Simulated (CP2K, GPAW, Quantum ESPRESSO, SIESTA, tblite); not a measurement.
# GPAW on twisted graphene bilayer, 32.20° (156 atoms): settings against a plane-wave reference

How do the settings of GPAW change the result for twisted graphene bilayer, 32.20° (156 atoms)? A plane-wave run serves as the yardstick.

Main program and level: GPAW 26.7.0; the method is named at each step.

### Step 1. Set-up

The cell holds 156 atoms: 156 C. Cell: a = 15.363 Å, b = 15.363 Å, c = 15.530 Å, α = 90.0°, β = 90.0°, γ = 120.0°. It derives from C (graphene). Graphene (a = 2.46 Å) under graphene (a = 2.46 Å), bilayer, commensurate cell of 39 unit cells a layer, twist 32.20 deg; facing planes 3.53 Å apart as built; 12 Å of vacuum; minimised with a classical potential. Then every atom was moved at random, 0.03 Å r.m.s. a Cartesian component. Regions: layer 1, 78 atoms (78 C); layer 2, 78 atoms (78 C). Vacuum lies along c.

The yardstick, on the same geometry:

* method: Kohn-Sham DFT, PBE, SSSP efficiency 1.3.0 pseudopotentials, plane waves (Quantum ESPRESSO 7.5); sssp-pbe-1.3.0-efficiency, cutoffs 45/360 Ry, Γ point
* r.m.s. force component: 1.695 eV/Å
* longest force: 6.809 eV/Å
* time: 11 min on 4 MPI ranks of Arm Neoverse V1, shared host
* CPU time: 45 min

### Step 2. PBE, LCAO dzp, h 0.2 Å

Method: Kohn-Sham DFT, PBE, PAW, atomic orbitals (dzp).

Contents of run.py:

```python
import numpy as np
from ase.io import read
from gpaw import GPAW, FermiDirac
from ase.parallel import parprint as print

atoms = read("structure.xyz")
atoms.calc = GPAW(
    mode="lcao",
    basis="dzp",
    h=0.2,
    xc="PBE",
    kpts={"size": (1, 1, 1), "gamma": True},
    occupations=FermiDirac(0.05),
    maxiter=200,
    symmetry={"point_group": False},
    txt="gpaw.txt",
)
energy = atoms.get_potential_energy(force_consistent=True)
forces = atoms.get_forces()
print(f"energy {energy:.6f} eV")
print("forces (eV/A)")
for i, (a, f) in enumerate(zip(atoms, forces)):
    print(f"{i:4d} {a.symbol:2s} {f[0]:10.5f} {f[1]:10.5f} {f[2]:10.5f}")
print(f"Fermi level {atoms.calc.get_fermi_level():.4f} eV")
for k in range(len(atoms.calc.get_ibz_k_points())):
    for s in range(atoms.calc.get_number_of_spins()):
        e = atoms.calc.get_eigenvalues(kpt=k, spin=s)
        n = np.searchsorted(e, atoms.calc.get_fermi_level())
        print(f"k {k} spin {s} levels about the Fermi level:", np.round(e[max(n - 6, 0):n], 4).tolist(), "|", np.round(e[n:n + 6], 4).tolist())
```

Contents of structure.xyz:

```xyz
156
Lattice="15.36270 0.00000 0.00000 -7.68135 13.30449 0.00000 0.00000 0.00000 15.53000" Properties=species:S:1:pos:R:3 pbc="T T T"
C -3.74266 9.27882 6.06633
C -2.76275 8.17548 6.05142
C -4.36132 11.67230 6.06198
C -3.35736 10.61166 6.08465
C 2.75461 0.66243 6.01803
C -3.97418 12.93649 6.04148
C 0.41203 1.38207 6.04474
C 1.37619 0.31239 6.06415
C -0.23029 3.79205 6.02580
C 0.70930 2.71970 6.06648
C -0.82044 6.16011 6.02517
C 0.19273 5.08937 6.05375
C -1.42136 8.51487 6.05608
C -0.39889 7.46608 6.03449
C -1.95944 10.92259 6.08139
C -0.99082 9.93672 6.04754
C -2.54053 13.29943 6.05499
C -1.58973 12.33353 6.06866
C 2.13880 3.09436 6.08496
C 3.16994 2.04676 6.07176
C 1.51515 5.44300 6.03775
C 2.57141 4.47803 6.01104
C 0.99028 7.82331 6.08015
C 1.98663 6.82959 6.08854
C 0.43115 10.23953 6.04956
C 1.36475 9.20657 6.09723
C -0.18067 12.62516 6.10484
C 0.81169 11.61070 6.10112
C 4.47769 2.42607 6.07285
C 5.49977 1.35453 6.07627
C 3.91841 4.79999 6.09987
C 4.89909 3.72379 6.03558
C 3.37841 7.22620 6.02595
C 4.27774 6.10623 5.99582
C 2.71129 9.55781 6.07549
C 3.81609 8.50609 6.09211
C 2.20101 11.97377 6.02719
C 3.18423 10.89904 6.07782
C 9.22146 1.01593 6.08962
C 2.62956 13.27881 6.00871
C 6.87220 1.71335 6.06757
C 7.89266 0.67973 6.11898
C 6.25961 4.12772 6.10888
C 7.26302 3.05444 5.96694
C 5.70494 6.42820 6.00933
C 6.74369 5.49542 6.05623
C 5.10003 8.87396 6.07052
C 6.09853 7.76929 6.07332
C 4.46502 11.25347 6.02083
C 5.48072 10.25603 6.08993
C 11.60222 0.36853 6.10438
C 4.90047 12.63195 6.04987
C 8.69137 3.42817 6.04754
C 9.67804 2.42062 6.05887
C 8.14269 5.78905 6.07254
C 9.07344 4.78363 6.05359
[... 96 atom lines left out ...]
C -5.12569 8.88008 9.46460
C -5.52581 10.27479 9.49737
C 8.41553 10.55631 9.39317
C 8.06465 11.88330 9.50374
```

Launch:

```
$ OMP_NUM_THREADS=1 mpirun -np 2 gpaw python run.py > output.txt
```

The program printed:

```text
energy -1377.551198 eV
forces (eV/A)
   0 C    -1.51474   -2.85174   -0.36287
   1 C    -0.79422    2.01826    0.09989
   2 C     1.22089   -4.73917   -0.12533
   3 C     0.34353    0.45168   -0.13575
   4 C    -0.54505    1.42225    0.51478
   5 C     3.07020    3.88052   -0.09231
   6 C    -2.63143   -2.54313    0.55089
   7 C     0.65840    0.88669   -0.31172
   8 C    -0.65560   -2.98920    0.22850
   9 C     3.68001    2.01541   -0.25365
  10 C     0.98571   -2.33424    0.23017
  11 C    -2.24066    2.60848   -0.40899
  12 C     2.69778    1.57079   -0.22695
  13 C    -0.20145    2.40394    0.20312
  14 C    -1.20438    2.38443   -0.19486
  15 C     1.10902   -2.98884    0.14349
  16 C    -3.23469    1.76007    0.09801
  17 C     2.74094   -3.63353    0.18739
  18 C     0.22177   -0.43152   -0.58442
  19 C    -4.06520   -0.07664   -0.21809
  20 C     3.97458    2.05149    0.06571
  21 C    -2.83472   -2.61854    0.87792
  22 C    -0.70577    0.78404   -0.00081
  23 C    -0.69719   -0.43861   -0.57581
[...]
148 C    -2.40830   -0.85870    0.30138
 149 C     3.50661   -1.21500   -0.28993
 150 C     0.63486    0.42394   -0.00143
 151 C     2.44693   -1.46424    0.01125
 152 C     0.31592    0.20536    0.42522
 153 C    -1.00709   -2.42721   -0.70936
 154 C     2.66852    0.17156    1.24280
 155 C    -0.02011    3.10519   -0.88072
Fermi level 0.3194 eV
k 0 spin 0 levels about the Fermi level: [-1.3963, -1.3775, 0.2068, 0.2319, 0.2552, 0.2982] | [0.3434, 0.3762, 0.4117, 0.4322, 1.8159, 1.8599]
```

gpaw.txt:

```text
Input parameters:
  mode=LCAO(),
  basis={'default': 'dzp'},
  h=0.2,
  kpts=MonkhorstPack(size=(1, 1, 1), gamma=True),
  maxiter=200,
  occupations=Occupations(name='fermi-dirac', width=0.05, fixmagmom=False),
  symmetry=Symmetry(point_group=False),
  xc=XC(name='PBE')
Unit cell  # Å
| periodic |         x |         y |         z |   lengths |     angles |
|----------|-----------|-----------|-----------|-----------|------------|
|      yes | 15.362700 |  0.000000 |  0.000000 | 15.362700 |  90.000000 |
|      yes | -7.681350 | 13.304490 |  0.000000 | 15.362701 |  90.000000 |
|      yes |  0.000000 |  0.000000 | 15.530000 | 15.530000 | 119.999997 |
Number of symmetries: 1
Symmetry operations  # r_c * U_cc + t_c -> r_c
|   | kind |            matrix            |
|---|------|------------------------------|
| 0 |  E   |  1, 0, 0,  0, 1, 0,  0, 0, 1 |
BZ-sampling:
  Number of BZ points: 1
  Number of IBZ points: 1
  Monkhorst-Pack size: [1, 1, 1]
  Monkhorst-Pack shift: [0, 0, 0]
[... lines left out ...]
      Number of RI-basis functions 0
Reference energy: -160309.986014  # eV
eigensolver:
density mixing:
  MSR1-Mixer
occupation numbers:
  Fermi-Dirac:
    width: 0.0500  # eV
FastPoissonSolver using
    Stencil: 8*3+1=25 point O(h^6) finite-difference Laplacian
xc functional:
  name: PBE with 2 nearest neighbor stencil
interpolation: tri-quintic # 5. degree polynomial
Initialization done in: 7.655 s
convergence criteria:
- Maximum [total energy] change in last 3 cyles: 0.0005 eV / valence electron
- Maximum integral of absolute [dens]ity change: 0.0001 electrons / valence electron
- Maximum integral of absolute [eigenst]ate change: 4e-08 eV^2 / valence electron
maximum number of iterations: 200
SCF iterations
|iter     |      energy | eigst |  dens |
|---------|-------------|-------|-------|
|iter:   1|-1401.591570 |      c|       |
|iter:   2|-1397.937402 |      c| -0.90 |
|iter:   3|-1377.389137 |      c| -0.93 |
|iter:   4|-1387.466782 |      c| -1.57 |
[...]
|iter:   8|-1377.409045 |      c| -1.87 |
|iter:   9|-1377.371240 |      c| -2.48 |
|iter:  10|-1377.367911c|      c| -2.76 |
|iter:  11|-1377.363751c|      c| -2.85 |
|iter:  12|-1377.360654c|      c| -2.98 |
|iter:  13|-1377.359598c|      c| -3.19 |
|iter:  14|-1377.358328c|      c| -3.31 |
|iter:  15|-1377.358221c|      c| -3.84 |
|iter:  16|-1377.358251c|      c| -4.28c|
Converged in 16 steps
SCF loop duration: 167.475 s (10.467 s/step)
Energy contributions relative to reference atoms: (reference = -160309.986014)
Energy contributions:
  Kinetic:        1202.592657
  Coulomb:       -1228.665122
  Zero:             29.912686
  External:          0.000000
  Xc:            -1381.005524
  Entropy:          -0.385894
  Spinorbit:         0.000000
  ----------------------------
  Free energy:   -1377.551198
  Extrapolated:  -1377.358251
dipole moment: (0.027695, -1.577849, -0.006387)  # |e|*Ang
Fermi level: 0.319
Eigenvalues  # (at kpt = [0.000, 0.000, 0.000])
| band index |      eig [eV] | occ [0-2] |
|------------|---------------|-----------|
|          0 |       -19.407 |     2.000 |
|        ... |               |           |
|        304 |        -1.512 |     2.000 |
|        305 |        -1.430 |     2.000 |
[...]
|        319 |         1.942 |     0.000 |
|        ... |               |           |
|        378 |         7.564 |     0.000 |
Gap: 0.045 eV
Transition (v -> c):
  (s=0, k=0, n=311, [0.00, 0.00, 0.00]) -> (s=0, k=0, n=312, [0.00, 0.00, 0.00])
No difference between direct/indirect transitions
Force computation time: 17.436  # s
```

It took 3.2 min on 2 MPI ranks of Arm Neoverse V1, shared host; peak memory 2.2 GiB; 6.5 min of CPU time.

Banners, paths, timers and routine set-up lines are dropped from the logs unmarked, and long logs keep their key lines alone; longer cuts are marked.

Numbers from this run, and their distance from the reference:

```yaml
r_m_s_force_component: 1.797 eV/Å
r_m_s_difference_of_force_components: 123.6 meV/Å
longest_difference_of_force_vectors: 456.4 meV/Å
force_difference_over_r_m_s_force: 7.292 %
slope_of_forces_against_the_reference_s: 1.059
correlation_of_force_components: 0.9992
```

Local excerpt of 10 atoms (numbers count through the whole input) about C45, picked at random; x, y, z are measured from there.

```
atom      x      y      z  distance (Å)  bonds     Fx     Fy  Fz (eV/Å)
 C45   0.00   0.00   0.00          0.00      3  -0.83   1.55       0.27
 C46   1.04  -0.93   0.05          1.40      3  -1.10  -3.27       0.20
 C48   0.39   1.34   0.06          1.40      3  -0.29   2.98      -0.44
 C34  -1.43  -0.32  -0.01          1.46      3   3.08   2.60       0.38
 C43   0.55  -2.30   0.10          2.37      3   2.30  -1.12      -1.49
 C31  -1.79  -1.63   0.09          2.42      3   0.12  -2.01      -1.15
 C33  -2.33   0.80   0.02          2.46      3  -1.59  -4.55       0.26
 C57   1.77   1.77   0.05          2.50      3  -0.68  -4.48      -0.17
 C47  -0.60   2.45   0.06          2.52      3   4.39  -0.04       0.21
 C55   2.44  -0.64   0.06          2.52      3  -3.46   1.20      -0.30
```

Atoms are counted from 1 here, from 0 in the log.

Forces lie 7.3 % from the reference's, at 0.14 times its CPU time (on 2 against 4 cores).

### Step 3. PBE, LCAO dzp, h 0.22 Å

Method: Kohn-Sham DFT, PBE, PAW, atomic orbitals (dzp).

run.py: that of step 2 with these lines changed.

```diff
@@ -9,3 +9,3 @@
     basis="dzp",
-    h=0.2,
+    h=0.22,
     xc="PBE",
```

structure.xyz is that of step 2.

The program printed:

```text
energy -1362.903109 eV
forces (eV/A)
   0 C    -1.48533   -2.86578   -0.37524
   1 C    -0.74892    2.01359    0.10281
   2 C     1.21364   -4.76219   -0.12377
   3 C     0.34374    0.45333   -0.13351
   4 C    -0.55635    1.41662    0.51294
   5 C     3.06500    3.89737   -0.10684
   6 C    -2.64689   -2.54954    0.53781
   7 C     0.65382    0.90582   -0.31257
   8 C    -0.62473   -3.03786    0.22861
   9 C     3.68074    2.02208   -0.25843
  10 C     0.98318   -2.35643    0.24472
  11 C    -2.25788    2.62716   -0.41735
  12 C     2.66019    1.57859   -0.26993
  13 C    -0.18616    2.41630    0.18496
  14 C    -1.15979    2.35192   -0.20727
  15 C     1.12206   -2.97681    0.14467
  16 C    -3.25255    1.72283    0.09571
  17 C     2.70624   -3.59869    0.19312
  18 C     0.19688   -0.45323   -0.57188
  19 C    -4.03866   -0.07112   -0.20610
  20 C     3.96724    2.04412    0.05523
  21 C    -2.84225   -2.63413    0.88824
  22 C    -0.72808    0.77076   -0.00354
  23 C    -0.70933   -0.38578   -0.56973
[...]
148 C    -2.37265   -0.88887    0.27914
 149 C     3.46280   -1.21124   -0.21990
 150 C     0.65887    0.41258   -0.01086
 151 C     2.41678   -1.45304   -0.00158
 152 C     0.34602    0.19926    0.45838
 153 C    -1.03252   -2.44151   -0.69903
 154 C     2.66137    0.19118    1.23579
 155 C    -0.03066    3.07575   -0.88827
Fermi level 0.3220 eV
k 0 spin 0 levels about the Fermi level: [-1.3939, -1.3751, 0.2095, 0.2346, 0.2578, 0.3008] | [0.346, 0.3788, 0.4143, 0.4349, 1.8186, 1.8626]
```

gpaw.txt:

```text
Input parameters:
  mode=LCAO(),
  basis={'default': 'dzp'},
  h=0.22,
  kpts=MonkhorstPack(size=(1, 1, 1), gamma=True),
  maxiter=200,
  occupations=Occupations(name='fermi-dirac', width=0.05, fixmagmom=False),
  symmetry=Symmetry(point_group=False),
  xc=XC(name='PBE')
Unit cell  # Å
| periodic |         x |         y |         z |   lengths |     angles |
[... lines left out ...]
  Fermi-Dirac:
[... lines left out ...]
convergence criteria:
- Maximum [total energy] change in last 3 cyles: 0.0005 eV / valence electron
[... lines left out ...]
Converged in 16 steps
[... lines left out ...]
  Kinetic:        1196.585215
  Coulomb:       -1228.078246
  Zero:             48.676508
  External:          0.000000
  Xc:            -1379.700633
  Entropy:          -0.385954
  Spinorbit:         0.000000
  ----------------------------
  Free energy:   -1362.903109
  Extrapolated:  -1362.710132
dipole moment: (0.047075, -1.555535, -0.006299)  # |e|*Ang
Fermi level: 0.322
Eigenvalues  # (at kpt = [0.000, 0.000, 0.000])
| band index |      eig [eV] | occ [0-2] |
|------------|---------------|-----------|
|          0 |       -19.410 |     2.000 |
|        ... |               |           |
|        304 |        -1.510 |     2.000 |
|        305 |        -1.428 |     2.000 |
[...]
|        319 |         1.945 |     0.000 |
|        ... |               |           |
|        378 |         7.572 |     0.000 |
Gap: 0.045 eV
Transition (v -> c):
  (s=0, k=0, n=311, [0.00, 0.00, 0.00]) -> (s=0, k=0, n=312, [0.00, 0.00, 0.00])
No difference between direct/indirect transitions
Force computation time: 15.185  # s
```

It took 2.9 min on 2 MPI ranks; peak memory 1.9 GiB.

Compared with the plane-wave run:

- r.m.s. force component: 1.792 eV/Å
- r.m.s. difference of force components: 120.8 meV/Å
- longest difference of force vectors: 443.9 meV/Å
- force difference over r.m.s. force: 7.127 %
- slope of forces against the reference's: 1.056
- correlation of force components: 0.9991
- energy less the same-level run's: 93.9 meV/atom
- r.m.s. force difference from the same-level run: 23.88 meV/Å

This is a coarse setting, run to see what it loses.

Against the first run (7.3 %), the force difference from the reference is 7.1 %, at 0.90 times the CPU time: the change moves forces by 24 meV/Å r.m.s., so most of the difference comes from elsewhere.

### Step 4. RPBE, LCAO dzp, h 0.2 Å

Method: Kohn-Sham DFT, RPBE, PAW, atomic orbitals (dzp).

run.py: that of step 3 with these lines changed.

```diff
@@ -9,4 +9,4 @@
     basis="dzp",
-    h=0.22,
-    xc="PBE",
+    h=0.2,
+    xc="RPBE",
     kpts={"size": (1, 1, 1), "gamma": True},
```

structure.xyz is that of step 3.

The program printed:

```text
energy -1313.593539 eV
forces (eV/A)
   0 C    -1.52660   -2.86839   -0.39276
   1 C    -0.80933    2.03328    0.06278
   2 C     1.23307   -4.77259   -0.15285
   3 C     0.34627    0.45436   -0.16510
   4 C    -0.55387    1.44612    0.46549
   5 C     3.10240    3.90391   -0.12770
   6 C    -2.64604   -2.55972    0.50670
   7 C     0.65729    0.88985   -0.33960
   8 C    -0.66070   -3.00294    0.18595
   9 C     3.70662    2.02374   -0.28385
  10 C     0.99056   -2.35214    0.18788
  11 C    -2.25798    2.62732   -0.43469
[...]
151 C     2.45823   -1.47658    0.04897
 152 C     0.31782    0.20714    0.45173
 153 C    -1.02015   -2.44288   -0.66211
 154 C     2.69232    0.17101    1.24923
 155 C    -0.01570    3.12485   -0.82646
Fermi level 0.4553 eV
k 0 spin 0 levels about the Fermi level: [-1.2741, -1.2556, 0.3415, 0.3668, 0.3899, 0.4336] | [0.4798, 0.5131, 0.5488, 0.5693, 1.9719, 2.0178]
```

gpaw.txt:

```text
Input parameters:
  mode=LCAO(),
  basis={'default': 'dzp'},
  h=0.2,
  kpts=MonkhorstPack(size=(1, 1, 1), gamma=True),
  maxiter=200,
  occupations=Occupations(name='fermi-dirac', width=0.05, fixmagmom=False),
  symmetry=Symmetry(point_group=False),
  xc=XC(name='RPBE')
[... lines left out ...]
  Fermi-Dirac:
[... lines left out ...]
convergence criteria:
- Maximum [total energy] change in last 3 cyles: 0.0005 eV / valence electron
[... lines left out ...]
Converged in 16 steps
[... lines left out ...]
  Free energy:   -1313.593539
[... lines left out ...]
dipole moment: (0.022656, -1.576786, -0.006434)  # |e|*Ang
Fermi level: 0.455
Eigenvalues  # (at kpt = [0.000, 0.000, 0.000])
| band index |      eig [eV] | occ [0-2] |
|------------|---------------|-----------|
|          0 |       -19.357 |     2.000 |
|        ... |               |           |
|        304 |        -1.388 |     2.000 |
|        305 |        -1.309 |     2.000 |
[...]
|        319 |         2.097 |     0.000 |
|        ... |               |           |
|        378 |         7.677 |     0.000 |
Gap: 0.046 eV
Transition (v -> c):
  (s=0, k=0, n=311, [0.00, 0.00, 0.00]) -> (s=0, k=0, n=312, [0.00, 0.00, 0.00])
No difference between direct/indirect transitions
Force computation time: 17.660  # s
```

Wall time 3.3 min (2 MPI ranks); peak memory 2.2 GiB; 6.5 min of CPU time.

Against the reference:

```
r.m.s. force component                  : 1.809 eV/Å
r.m.s. difference of force components   : 137.8 meV/Å
longest difference of force vectors     : 503.1 meV/Å
force difference over r.m.s. force      : 8.128 %
slope of forces against the reference's : 1.066
correlation of force components         : 0.999
```

Against the first run (7.3 %), the force difference from the reference is 8.1 %, at 1.0 times the CPU time; the model has changed, so this is no error of the program alone.

(Continued in part 2 of 2.)

[Also dropped from logs without a mark: logging warnings of Python, and SIESTA's first energy breakdown and zero terms.]

[Logs are printed without paths, hosts, clocks, repeated set-up lines and the standing remarks that a program may print on its own settings, such as how far it seeks lower states.]

[Hosts, paths, dates, database ids (printed as entryN), source tags and the programs' standing remarks are cut or masked in the printed files.]
